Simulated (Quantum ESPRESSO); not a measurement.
# KTaO3 (Pm-3m): zone-centre phonons

Which modes does KTaO3 (Pm-3m) have at the zone centre?

Method: DFT LDA, scalar-relativistic, plane waves, PseudoDojo norm-conserving pseudopotentials, in Quantum ESPRESSO 7.5.

### Step 1. The starting structure

Symmetry: Pm-3m, No. 221, cubic system. The conventional cell has a = 3.988 Å, b = 3.988 Å, c = 3.988 Å, α = 90.00°, β = 90.00°, γ = 90.00°. K has 12 O at 2.82 Å nearest. Ta has 6 O at 1.99 Å nearest. Nearest to O lie 2 Ta at 1.99 Å and 4 K at 2.82 Å. Farther neighbours and most contacts between anions are not listed.

### Step 2. A first look

A cheap run with smearing and empty bands tells whether the crystal has a gap, which decides between fixed occupations and smearing later on.

The input, probe.in:

```
&control
   calculation = 'scf'
   prefix = 'x'
   outdir = './tmp'
   pseudo_dir = './pseudo'
   tprnfor = .true.
   tstress = .true.
   verbosity = 'high'
/
&system
   ibrav = 1
   celldm(1) = 7.5367947
   nat = 5
   ntyp = 3
   ecutwfc = 92.0
   occupations = 'smearing'
   smearing = 'gaussian'
   degauss = 0.01
/
&electrons
   conv_thr = 1.0d-07
   mixing_beta = 0.7
   electron_maxstep = 100
/
ATOMIC_SPECIES
 K      39.0983  K.upf
 Ta    180.9479  Ta.upf
 O      15.9990  O.upf
ATOMIC_POSITIONS crystal
 K      0.500000000   0.500000000   0.500000000
 Ta     0.000000000   0.000000000   0.000000000
 O      0.500000000   0.000000000   0.000000000
 O      0.000000000   0.500000000   0.000000000
 O      0.000000000   0.000000000   0.500000000
K_POINTS automatic
 4 4 4 0 0 0
```

Run with:

```bash
$ OMP_NUM_THREADS=1 mpirun -n 4 pw.x -nk 4 -in probe.in > probe.out
```

Log:

```text
[banners, grids, parts of the stress and lines that vanish by symmetry left out]
Program PWSCF v.7.5
     bravais-lattice index     =            1
     lattice parameter (alat)  =       7.5368  a.u.
[...]
kinetic-energy cutoff     =      92.0000  Ry
     charge density cutoff     =     368.0000  Ry
     scf convergence threshold =      1.0E-07
[...]
Exchange-correlation= SLA  PW   NOGX NOGC
                           (   1   4   0   0   0   0   0)
[...]
48 Sym. Ops., with inversion, found
[...]
(     0          1          0      )
                  (     0          0          1      )
[...]
(  0.0000000  1.0000000  0.0000000 )
                  (  0.0000000  0.0000000  1.0000000 )
[...]
(     0         -1          0      )
                  (     0          0          1      )
[...]
( -1.0000000  0.0000000  0.0000000 )
                  (  0.0000000  1.0000000  0.0000000 )
[...]
number of k points=    10  Gaussian smearing, width (Ry)=  0.0100
[...]
End of self-consistent calculation
[...]
the Fermi energy is     9.2971 ev
!    total energy              =    -289.77288131 Ry
[...]
convergence has been achieved in  10 iterations
[...]
atom    1 type  1   force =     0.00000000    0.00000000    0.00000000
     atom    2 type  2   force =     0.00000000    0.00000000    0.00000000
     atom    3 type  3   force =     0.00000000    0.00000000    0.00000000
     atom    4 type  3   force =     0.00000000    0.00000000    0.00000000
     atom    5 type  3   force =     0.00000000    0.00000000    0.00000000
[...]
Total force =     0.000000     Total SCF correction =     0.000000
[...]
total   stress  (Ry/bohr**3)                   (kbar)     P=      -75.98
[...]
XML data file, charge density, pseudopotentials, collected wavefunctions

   JOB DONE.
```

It took 9.6 s on 4 MPI ranks of Arm Neoverse V1, shared host; 38 s of CPU time.

Read from the output:

- volume per atom: 12.69 Å³
- pressure: -7.598 GPa
- gap on the k-mesh: 2.070 eV

A gap of 2.1 eV opens on this mesh, so the crystal is taken as an insulator; the start stands at -7.6 GPa.

### Step 3. Relaxing the cell and atoms

The relaxation runs at a cutoff a fifth above that of the response, since stress converges more slowly with the basis than frequencies do. Forces and stress are brought to rest with tight thresholds.

The input, relax.in:

```
&control
   calculation = 'vc-relax'
   prefix = 'x'
   outdir = './tmp'
   pseudo_dir = './pseudo'
   tprnfor = .true.
   tstress = .true.
   forc_conv_thr = 2.0d-05
   etot_conv_thr = 1.0d-07
   nstep = 40
/
&system
   ibrav = 1
   celldm(1) = 7.5367947
   nat = 5
   ntyp = 3
   ecutwfc = 110
   occupations = 'fixed'
   nbnd = 22
/
&electrons
   conv_thr = 1.0d-11
   mixing_beta = 0.7
   electron_maxstep = 100
/
&ions
/
&cell
   press_conv_thr = 0.2
/
ATOMIC_SPECIES
 K      39.0983  K.upf
 Ta    180.9479  Ta.upf
 O      15.9990  O.upf
ATOMIC_POSITIONS crystal
 K      0.500000000   0.500000000   0.500000000
 Ta     0.000000000   0.000000000   0.000000000
 O      0.500000000   0.000000000   0.000000000
 O      0.000000000   0.500000000   0.000000000
 O      0.000000000   0.000000000   0.500000000
K_POINTS automatic
 6 6 6 0 0 0
```

Run with:

```bash
$ OMP_NUM_THREADS=1 mpirun -n 4 pw.x -nk 4 -in relax.in > relax.out
```

Log:

```text
[banners, grids, parts of the stress and lines that vanish by symmetry left out]
[banner, memory and clock lines left out]
Program PWSCF v.7.5

[...]
kinetic-energy cutoff     =     110.0000  Ry
     charge density cutoff     =     440.0000  Ry
     scf convergence threshold =      1.0E-11
[...]
energy convergence thresh.=      1.0E-07
     force convergence thresh. =      2.0E-05
     press convergence thresh. =      2.0E-01
     Exchange-correlation= SLA  PW   NOGX NOGC
                           (   1   4   0   0   0   0   0)
[...]
48 Sym. Ops., with inversion, found
[...]
number of k points=    20
[...]
End of self-consistent calculation
[...]
highest occupied, lowest unoccupied level (ev):     8.3724   10.4596
!    total energy              =    -289.77470632 Ry
[...]
convergence has been achieved in  16 iterations
[...]
atom    1 type  1   force =     0.00000000    0.00000000    0.00000000
     atom    2 type  2   force =     0.00000000    0.00000000    0.00000000
     atom    3 type  3   force =     0.00000000    0.00000000    0.00000000
     atom    4 type  3   force =     0.00000000    0.00000000    0.00000000
     atom    5 type  3   force =     0.00000000    0.00000000    0.00000000
     Total force =     0.000000     Total SCF correction =     0.000000
[...]
total   stress  (Ry/bohr**3)                   (kbar)     P=      -76.30
[...]
number of bfgs steps    =   0
[...]
CELL_PARAMETERS (alat=  7.53679470)
[...]
ATOMIC_POSITIONS (crystal)
K                0.5000000000        0.5000000000        0.5000000000
Ta               0.0000000000        0.0000000000        0.0000000000
O                0.5000000000        0.0000000000        0.0000000000
O                0.0000000000        0.5000000000        0.0000000000
[...]
New effective cutoffs (rho, wfc):  451.57  112.89
[...]
End of self-consistent calculation
[...]
highest occupied, lowest unoccupied level (ev):     8.9193   11.0880
!    total energy              =    -289.77894226 Ry
[...]
convergence has been achieved in  11 iterations
[...]
atom    1 type  1   force =     0.00000000    0.00000000    0.00000000
     atom    2 type  2   force =     0.00000000    0.00000000    0.00000000
     atom    3 type  3   force =     0.00000000    0.00000000    0.00000000
     atom    4 type  3   force =     0.00000000    0.00000000    0.00000000
     atom    5 type  3   force =     0.00000000    0.00000000    0.00000000
     Total force =     0.000000     Total SCF correction =     0.000000
[...]
total   stress  (Ry/bohr**3)                   (kbar)     P=        3.38
[...]
number of bfgs steps    =   1
[...]
CELL_PARAMETERS (alat=  7.53679470)
[...]
ATOMIC_POSITIONS (crystal)
[...]
New effective cutoffs (rho, wfc):  451.08  112.77
[...]
End of self-consistent calculation
[...]
highest occupied, lowest unoccupied level (ev):     8.8961   11.0615
!    total energy              =    -289.77894945 Ry
[...]
convergence has been achieved in  10 iterations
[...]
atom    1 type  1   force =     0.00000000    0.00000000    0.00000000
     atom    2 type  2   force =     0.00000000    0.00000000    0.00000000
     atom    3 type  3   force =     0.00000000    0.00000000    0.00000000
     atom    4 type  3   force =     0.00000000    0.00000000    0.00000000
[...]
Total force =     0.000000     Total SCF correction =     0.000000
[...]
total   stress  (Ry/bohr**3)                   (kbar)     P=       -0.23
[...]
number of bfgs steps    =   2
[...]
CELL_PARAMETERS (alat=  7.53679470)
[...]
ATOMIC_POSITIONS (crystal)
[...]
New effective cutoffs (rho, wfc):  451.11  112.78
[...]
End of self-consistent calculation
[...]
highest occupied, lowest unoccupied level (ev):     8.8976   11.0632
!    total energy              =    -289.77894948 Ry
[...]
convergence has been achieved in   6 iterations
[...]
atom    3 type  3   force =     0.00000000    0.00000000    0.00000000
     atom    4 type  3   force =     0.00000000    0.00000000    0.00000000
     atom    5 type  3   force =     0.00000000    0.00000000    0.00000000
     Total force =     0.000000     Total SCF correction =     0.000000
[...]
total   stress  (Ry/bohr**3)                   (kbar)     P=       -0.00
[...]
bfgs converged in   4 scf cycles and   3 bfgs steps
[...]
End of BFGS Geometry Optimization
     Final enthalpy           =    -289.7789494839 Ry
     File ./tmp/x.bfgs deleted, as requested
[...]
CELL_PARAMETERS (alat=  7.53679470)
[...]
ATOMIC_POSITIONS (crystal)
[...]
O                0.0000000000        0.5000000000        0.0000000000
O                0.0000000000        0.0000000000        0.5000000000
[...]
Final scf calculation at the relaxed structure.
[...]
kinetic-energy cutoff     =     110.0000  Ry
     charge density cutoff     =     440.0000  Ry
     scf convergence threshold =      1.0E-13
[...]
press convergence thresh. =      2.0E-01
     Exchange-correlation= SLA  PW   NOGX NOGC
                           (   1   4   0   0   0   0   0)
[...]
48 Sym. Ops., with inversion, found
[...]
number of k points=    20
[...]
End of self-consistent calculation
[...]
highest occupied, lowest unoccupied level (ev):     8.8976   11.0632
!    total energy              =    -289.77894553 Ry
[...]
convergence has been achieved in  18 iterations
[...]
atom    1 type  1   force =     0.00000000    0.00000000    0.00000000
     atom    2 type  2   force =     0.00000000    0.00000000    0.00000000
     atom    3 type  3   force =     0.00000000    0.00000000    0.00000000
     atom    4 type  3   force =     0.00000000    0.00000000    0.00000000
     atom    5 type  3   force =     0.00000000    0.00000000    0.00000000
     Total force =     0.000000     Total SCF correction =     0.000000
[...]
total   stress  (Ry/bohr**3)                   (kbar)     P=       -0.01
[...]
XML data file, charge density, pseudopotentials, collected wavefunctions
```

Wall time 2 min (4 MPI ranks); 8.1 min of CPU time.

The steps of the relaxation:

```
step  energy less that of the first step (eV)  largest force (eV/Å)  pressure (GPa)  volume (Å³)
   1                                   0.0000                0.0000           -7.63        63.44
   2                                  -0.0576                0.0000            0.34        61.00
   3                                  -0.0577                0.0000           -0.02        61.10
   4                                  -0.0577                0.0000            0.00        61.10
   5                                  -0.0577                0.0000            0.00        61.10
```

```
conventional cell, symmetrised  before  after  change
                         a (Å)   3.988  3.939  -1.2 %
                         b (Å)   3.988  3.939  -1.2 %
                         c (Å)   3.988  3.939  -1.2 %
              volume (Å³/atom)   12.69  12.22  -3.7 %
```

Final coordinates:

```
CELL_PARAMETERS angstrom
3.93859 0.00000 0.00000
0.00000 3.93859 0.00000
0.00000 0.00000 3.93859
ATOMIC_POSITIONS crystal
K 0.50000 0.50000 0.50000
Ta 0.00000 0.00000 0.00000
O 0.50000 0.00000 0.00000
O 0.00000 0.50000 0.00000
O 0.00000 0.00000 0.50000
```

The last row of the table of steps is pw.x's closing run on a basis chosen anew for the final cell, so its energy can jump.

This step gave:

```yaml
volume_per_atom: 12.22 Å³
pressure: -0.001 GPa
gap_on_the_k_mesh: 2.166 eV
```

The volume changes by -3.7 % from the cell with which this run began.

### Step 4. Self-consistent run for the response

The response is built on this ground state, so it is converged far tighter than an energy would need. With a gap, occupations are fixed, which also allows the response to an electric field.

The input, scf.in:

```
&control
   calculation = 'scf'
   prefix = 'x'
   outdir = './tmp'
   pseudo_dir = './pseudo'
   tprnfor = .true.
   tstress = .true.
/
&system
   ibrav = 1
   celldm(1) = 7.44285044
   nat = 5
   ntyp = 3
   ecutwfc = 92.0
   occupations = 'fixed'
   nbnd = 22
/
&electrons
   conv_thr = 1.0d-12
   mixing_beta = 0.7
   electron_maxstep = 100
/
ATOMIC_SPECIES
 K      39.0983  K.upf
 Ta    180.9479  Ta.upf
 O      15.9990  O.upf
ATOMIC_POSITIONS crystal
 K      0.500000000   0.500000000   0.500000000
 Ta     0.000000000   0.000000000   0.000000000
 O      0.500000000   0.000000000   0.000000000
 O      0.000000000   0.500000000   0.000000000
 O      0.000000000   0.000000000   0.500000000
K_POINTS automatic
 8 8 8 0 0 0
```

Run with:

```bash
$ OMP_NUM_THREADS=1 mpirun -n 4 pw.x -nk 4 -in scf.in > scf.out
```

Log:

```text
[banners, grids, parts of the stress and lines that vanish by symmetry left out]
[banner, memory and clock lines left out]
Program PWSCF v.7.5

[...]
kinetic-energy cutoff     =      92.0000  Ry
     charge density cutoff     =     368.0000  Ry
     scf convergence threshold =      1.0E-12
[...]
Exchange-correlation= SLA  PW   NOGX NOGC
                           (   1   4   0   0   0   0   0)
[...]
48 Sym. Ops., with inversion, found
[...]
number of k points=    35
[...]
End of self-consistent calculation
[...]
highest occupied, lowest unoccupied level (ev):     8.8972   11.0639
!    total energy              =    -289.77896141 Ry
[...]
convergence has been achieved in  18 iterations
[...]
atom    1 type  1   force =     0.00000000    0.00000000    0.00000000
     atom    2 type  2   force =     0.00000000    0.00000000    0.00000000
     atom    3 type  3   force =     0.00000000    0.00000000    0.00000000
     atom    4 type  3   force =     0.00000000    0.00000000    0.00000000
     atom    5 type  3   force =     0.00000000    0.00000000    0.00000000
     Total force =     0.000000     Total SCF correction =     0.000000
[...]
total   stress  (Ry/bohr**3)                   (kbar)     P=       -0.04
[...]
XML data file, charge density, pseudopotentials, collected wavefunctions
```

The job ended after 37 s (4 MPI ranks; 2.5 min of CPU time).

This step gave:

* pressure: -0.004 GPa
* gap on the k-mesh: 2.167 eV

The cell stands at -0.004 GPa, close enough for phonons.

(Part 1 of 3 ends here.)

[Host names and launcher messages were left out of these logs when they were recorded.]

[Logs are printed without paths, hosts, clocks, repeated set-up lines and the standing remarks that a program may print on its own settings, such as how far it seeks lower states.]

[Hosts, paths, dates, database ids (printed as entryN), source tags and the programs' standing remarks are cut or masked in the printed files.]
